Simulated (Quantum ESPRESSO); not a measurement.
# PbF2 (Fluorocronite): third-order response, part 2 of 2

Aim: Raman and infrared lines of PbF2 (Fluorocronite).

Quantum ESPRESSO 8.0 development, patched; DFT LDA, scalar-relativistic, plane waves, PseudoDojo norm-conserving pseudopotentials.

So far. Step 5 (Linear response at Γ): The acoustic modes at Γ come out as far as 0.0 cm⁻¹ from zero, where they should vanish, a small numerical error; the Born charges miss their sum rule by 1.4e-4 e, which is good. The relaxed cell has a = 5.811 Å (conventional setting).

The database entry behind the starting cell differs from later determinations by our own check (0.1 to 0.3 % short, probably kX units), so it need not match the best structure at ambient conditions.

### 6. Zone-centre analysis

A rigid shift of the crystal must cost nothing, but grids and finite bases break this; the acoustic sum rule is imposed before the matrix is diagonalised again. With Born charges the intensities follow, and the static dielectric tensor.

Contents of dynmat.in:

```
&input
   fildyn = 'g.dyn'
   asr = 'simple'
   fileig = 'dynmat.eig'
   lperm = .true.
/
```

Run with:

```bash
$ dynmat.x -in dynmat.in > dynmat.out
```

The log of the run:

```text
[banner, memory and clock lines left out]
Program DYNMAT v.8.0dev

     Reading Dynamical Matrix from file g.dyn
     ...Force constants read
     ...epsilon and Z* read
     ...Raman cross sections read
     A direction for q was not specified:TO-LO splitting will be absent

     Polarizability (A^3 units)
     multiply by 0.551042 for Clausius-Mossotti correction (not under assume_isolated = 'mt')
         9.541963   -0.000000   -0.000000
        -0.000000    9.541963    0.000000
        -0.000000    0.000000    9.541963

     IR activities are in (D/A)^2/amu units
     Raman activities are in A^4/amu units
     multiply Raman by 0.092202 for Clausius-Mossotti correction (not under assume_isolated = 'mt')

# mode   [cm-1]    [THz]      IR          Raman   depol.fact
    1     -0.00   -0.0000    0.0000         0.0000    0.6466
    2     -0.00   -0.0000    0.0000         0.0000    0.2793
    3      0.00    0.0000    0.0000         0.0000    0.7421
    4    131.28    3.9357    7.4787         0.0000    0.5998
    5    131.28    3.9357    7.4787         0.0000    0.6842
    6    131.28    3.9357    7.4787         0.0000    0.2390
    7    261.82    7.8490    0.0000         4.2223    0.7500
    8    261.82    7.8490    0.0000         4.2223    0.7500
    9    261.82    7.8490    0.0000         4.2223    0.7500

Electronic dielectric permittivity tensor (relative, adimensional)
         3.444230   -0.000000   -0.000000
        -0.000000    3.444230    0.000000
        -0.000000    0.000000    3.444230

 ... with zone-center polar mode contributions
        22.310021    0.000000   -0.000000
        -0.000000   22.310021    0.000000
        -0.000000    0.000000   22.310021

)
 **************************************************************************
```

Elapsed: 0.64 s, on 1 thread of Intel Xeon at 2.70GHz, shared host.

Read from the output:

- mean static dielectric constant: 22.31

Unit eigenvectors of the mass-weighted matrix after the sum rule; no LO-TO term. Modes at Γ, with each element's share of the kinetic energy:

| mode | frequency (cm⁻¹) | symmetry | Pb % | F % |
| --- | --- | --- | --- | --- |
| 1 | 0.0 | acoustic | 85 | 15 |
| 2 | 0.0 | acoustic | 85 | 15 |
| 3 | 0.0 | acoustic | 84 | 16 |
| 4 | 131.3 | T1u | 15 | 85 |
| 5 | 131.3 | T1u | 16 | 84 |
| 6 | 131.3 | T1u | 15 | 85 |
| 7 | 261.8 | T2g | 0 | 100 |
| 8 | 261.8 | T2g | 0 | 100 |
| 9 | 261.8 | T2g | 0 | 100 |

Displacements in mode 6 (131.3 cm⁻¹), the largest set to 1:
```
Pb1 -0.01  0.03 -0.18
F2   0.06 -0.18  1.00
F3   0.06 -0.18  1.00
```

Displacements in mode 9 (261.8 cm⁻¹), the largest set to 1:
```
Pb1  0.00  0.00  0.00
F2   0.00  0.00  1.00
F3   0.00  0.00 -1.00
```

Degenerate modes summed, no LO-TO term. Lines of the infrared spectrum (strongest = 100):

| position (cm⁻¹) | lines merged | label | IR intensity, relative |
| --- | --- | --- | --- |
| 131 | 3 | T1u | 100 |
| 262 | 3 | T2g | 0.0 |

Degenerate modes summed. Lines of the Raman spectrum (strongest = 100):

| position (cm⁻¹) | lines merged | label | Raman activity, relative |
| --- | --- | --- | --- |
| 131 | 3 | T1u | 0.0 |
| 262 | 3 | T2g | 100 |

Static dielectric tensor (ions relaxed, fixed cell):

```
22.31  0.00  0.00
 0.00 22.31  0.00
 0.00  0.00 22.31
```

The rule moves no optical mode by more than 0.1 cm⁻¹.

### 7. Sum rules set otherwise (asr no)

Without the rule the raw error of the acoustic modes shows.

Contents of dynmat.in:

```
&input
   fildyn = 'g.dyn'
   asr = 'no'
   fileig = 'dynmat.eig'
   lperm = .true.
/
```

Run with:

```bash
$ dynmat.x -in dynmat.in > dynmat.out
```

The log of the run:

```text
[banner, memory and clock lines left out]
Program DYNMAT v.8.0dev

     Reading Dynamical Matrix from file g.dyn
     ...Force constants read
     ...epsilon and Z* read
     ...Raman cross sections read
     A direction for q was not specified:TO-LO splitting will be absent

     Polarizability (A^3 units)
     multiply by 0.551042 for Clausius-Mossotti correction (not under assume_isolated = 'mt')
         9.541963   -0.000000   -0.000000
        -0.000000    9.541963    0.000000
        -0.000000    0.000000    9.541963

     IR activities are in (D/A)^2/amu units
     Raman activities are in A^4/amu units
     multiply Raman by 0.092202 for Clausius-Mossotti correction (not under assume_isolated = 'mt')

# mode   [cm-1]    [THz]      IR          Raman   depol.fact
    1      0.03    0.0010    0.0000         0.0000    0.4208
    2      0.03    0.0010    0.0000         0.0000    0.2144
    3      0.03    0.0010    0.0000         0.0000    0.4910
    4    131.28    3.9358    7.4784         0.0000    0.6746
    5    131.28    3.9358    7.4784         0.0000    0.7306
    6    131.28    3.9358    7.4784         0.0000    0.1970
    7    261.82    7.8491    0.0000         4.2223    0.7500
    8    261.82    7.8491    0.0000         4.2223    0.7500
    9    261.82    7.8491    0.0000         4.2223    0.7500

Electronic dielectric permittivity tensor (relative, adimensional)
         3.444230   -0.000000   -0.000000
        -0.000000    3.444230    0.000000
        -0.000000    0.000000    3.444230

 ... with zone-center polar mode contributions
        22.308616   -0.000000    0.000000
        -0.000000   22.308616   -0.000000
         0.000000   -0.000000   22.308616

)
 **************************************************************************
```

It took 0.65 s on 1 thread.

Numbers from this step:

```
largest acoustic frequency at the zone centre before the sum rule : 0.03 cm⁻¹
```

Zone-centre frequencies as printed; negative means imaginary. Modes:

| mode | frequency (cm⁻¹) |
| --- | --- |
| 1 | 0.03 |
| 2 | 0.03 |
| 3 | 0.03 |
| 4 | 131.3 |
| 5 | 131.3 |
| 6 | 131.3 |
| 7 | 261.8 |
| 8 | 261.8 |
| 9 | 261.8 |

Against the first rule no mode moves by more than 0.1 cm⁻¹.

### 8. Sum rules set otherwise (asr crystal)

The rule can be imposed in more than one way; the choices should agree where the raw error is small.

Contents of dynmat.in:

```
&input
   fildyn = 'g.dyn'
   asr = 'crystal'
   fileig = 'dynmat.eig'
   lperm = .true.
/
```

Run with:

```bash
$ dynmat.x -in dynmat.in > dynmat.out
```

The log of the run:

```text
[banner, memory and clock lines left out]
Program DYNMAT v.8.0dev

     Reading Dynamical Matrix from file g.dyn
     ...Force constants read
     ...epsilon and Z* read
     ...Raman cross sections read
     Acoustic Sum Rule: || Z*(ASR) - Z*(orig)|| =    1.309964E-04
     Acoustic Sum Rule: ||dyn(ASR) - dyn(orig)||=    3.441027E-06
     A direction for q was not specified:TO-LO splitting will be absent

     Polarizability (A^3 units)
     multiply by 0.551042 for Clausius-Mossotti correction (not under assume_isolated = 'mt')
         9.541963   -0.000000   -0.000000
        -0.000000    9.541963    0.000000
        -0.000000    0.000000    9.541963

     IR activities are in (D/A)^2/amu units
     Raman activities are in A^4/amu units
     multiply Raman by 0.092202 for Clausius-Mossotti correction (not under assume_isolated = 'mt')

# mode   [cm-1]    [THz]      IR          Raman   depol.fact
    1     -0.00   -0.0000    0.0000         0.0000    0.2782
    2     -0.00   -0.0000    0.0000         0.0000    0.2553
    3     -0.00   -0.0000    0.0000         0.0000    0.7289
    4    131.28    3.9357    7.4787         0.0000    0.6497
    5    131.28    3.9357    7.4787         0.0000    0.7150
    6    131.28    3.9357    7.4787         0.0000    0.3338
    7    261.82    7.8491    0.0000         4.2223    0.7500
    8    261.82    7.8491    0.0000         4.2223    0.7500
    9    261.82    7.8491    0.0000         4.2223    0.7500

Electronic dielectric permittivity tensor (relative, adimensional)
         3.444230   -0.000000   -0.000000
        -0.000000    3.444230    0.000000
        -0.000000    0.000000    3.444230

 ... with zone-center polar mode contributions
        22.310318    0.000000    0.000000
         0.000000   22.310318   -0.000000
         0.000000   -0.000000   22.310318
```

Wall time 0.68 s (1 thread).

Zone-centre frequencies as printed; negative means imaginary. Modes:

| mode | frequency (cm⁻¹) |
| --- | --- |
| 1 | 0 |
| 2 | 0 |
| 3 | 0 |
| 4 | 131.3 |
| 5 | 131.3 |
| 6 | 131.3 |
| 7 | 261.8 |
| 8 | 261.8 |
| 9 | 261.8 |

Against the first rule no mode moves by more than 0.1 cm⁻¹.

### 9. Modes along a direction of q (1 0 0)

A longitudinal polar mode sets up a macroscopic field that stiffens it; the term hangs on the direction from which q goes to zero.

Contents of dynmat.in:

```
&input
   fildyn = 'g.dyn'
   asr = 'simple'
   fileig = 'dynmat.eig'
   q(1) = 1.0
   q(2) = 0.0
   q(3) = 0.0
/
```

Run with:

```bash
$ dynmat.x -in dynmat.in > dynmat.out
```

The log of the run:

```text
[banner, memory and clock lines left out]
Program DYNMAT v.8.0dev

     Reading Dynamical Matrix from file g.dyn
     ...Force constants read
     ...epsilon and Z* read
     ...Raman cross sections read

     Polarizability (A^3 units)
     multiply by 0.551042 for Clausius-Mossotti correction (not under assume_isolated = 'mt')
         9.541963   -0.000000   -0.000000
        -0.000000    9.541963    0.000000
        -0.000000    0.000000    9.541963

     IR activities are in (D/A)^2/amu units
     Raman activities are in A^4/amu units
     multiply Raman by 0.092202 for Clausius-Mossotti correction (not under assume_isolated = 'mt')

# mode   [cm-1]    [THz]      IR          Raman   depol.fact
    1     -0.00   -0.0000    0.0000         0.0000    0.2915
    2     -0.00   -0.0000    0.0000         0.0000    0.7054
    3      0.00    0.0000    0.0000         0.0000    0.7470
    4    131.28    3.9357    7.4787         0.0000    0.2785
    5    131.28    3.9357    7.4787         0.0000    0.7360
    6    261.82    7.8490    0.0000         4.2223    0.7500
    7    261.82    7.8490    0.0000         4.2223    0.7500
    8    261.82    7.8490    0.0000         4.2223    0.7500
    9    334.12   10.0167    7.4787         0.0000    0.7136

[end of the log left out, with the tail of the file of modes that dynmat.x writes under the same name]
```

Elapsed: 0.66 s, on 1 thread.

Read from the output:

```
highest mode moved by the LO-TO term : 334.1 cm⁻¹
```

Zone-centre frequencies as printed; negative means imaginary. Modes:

| mode | frequency (cm⁻¹) |
| --- | --- |
| 1 | 0 |
| 2 | 0 |
| 3 | 0 |
| 4 | 131.3 |
| 5 | 131.3 |
| 6 | 261.8 |
| 7 | 261.8 |
| 8 | 261.8 |
| 9 | 334.1 |

The field moves one mode, from 131 to 334 cm⁻¹; the others stay.

### 10. Summary of results

| Item | Value |
| --- | --- |
| space group after relaxation | Fm-3m |
| volume per atom | 16.4 Å³ |
| gap on the k-mesh | 4.25 eV |
| highest optical zone-centre mode (no LO-TO term) | 261.8 cm⁻¹ |
| lowest optical zone-centre mode | 131.3 cm⁻¹ |
| highest mode moved by the LO-TO term | 334.1 cm⁻¹ |
| mean high-frequency dielectric constant | 3.44 |
| largest Born charge in size (third of the trace) | 3.23 e |
| mean static dielectric constant | 22.3 |
| imaginary optical modes at the zone centre (no q mesh in this session) | none |

The largest Raman activity of PbF2 (Fluorocronite) lies at 262 cm⁻¹ and the strongest infrared line at 131 cm⁻¹ (transverse modes). At the LDA level the optical modes of PbF2 (Fluorocronite) at the zone centre (no LO-TO term) run from 131 to 262 cm⁻¹. Along the directions run, the highest mode that the macroscopic field moves lies at 334 cm⁻¹. Lattice motion raises the mean dielectric constant from 3.444 to 22.31. The Born charge of Pb is 3.226 e against a formal charge of +2: displacements drive charge along the bonds, a mark of mixed ionic and covalent bonding and of large LO-TO splittings. Of the 6 optical modes, 3 are infrared active alone and 3 are Raman active alone; inversion symmetry keeps the two sets apart. These are harmonic frequencies at zero temperature: anharmonic shifts and linewidths and thermal expansion are left out. Spin-orbit coupling is left out, which can matter for the heavy elements here. The build is a development version in which the Raman tensors of release 7.5 are mended; dynmat.x leaves out the electro-optic term of LO lines.

[Host names and launcher messages were left out of these logs when they were recorded.]

[Logs are printed without paths, hosts, clocks, repeated set-up lines and the standing remarks that a program may print on its own settings, such as how far it seeks lower states.]

[Hosts, paths, dates, database ids (printed as entryN), source tags and the programs' standing remarks are cut or masked in the printed files.]
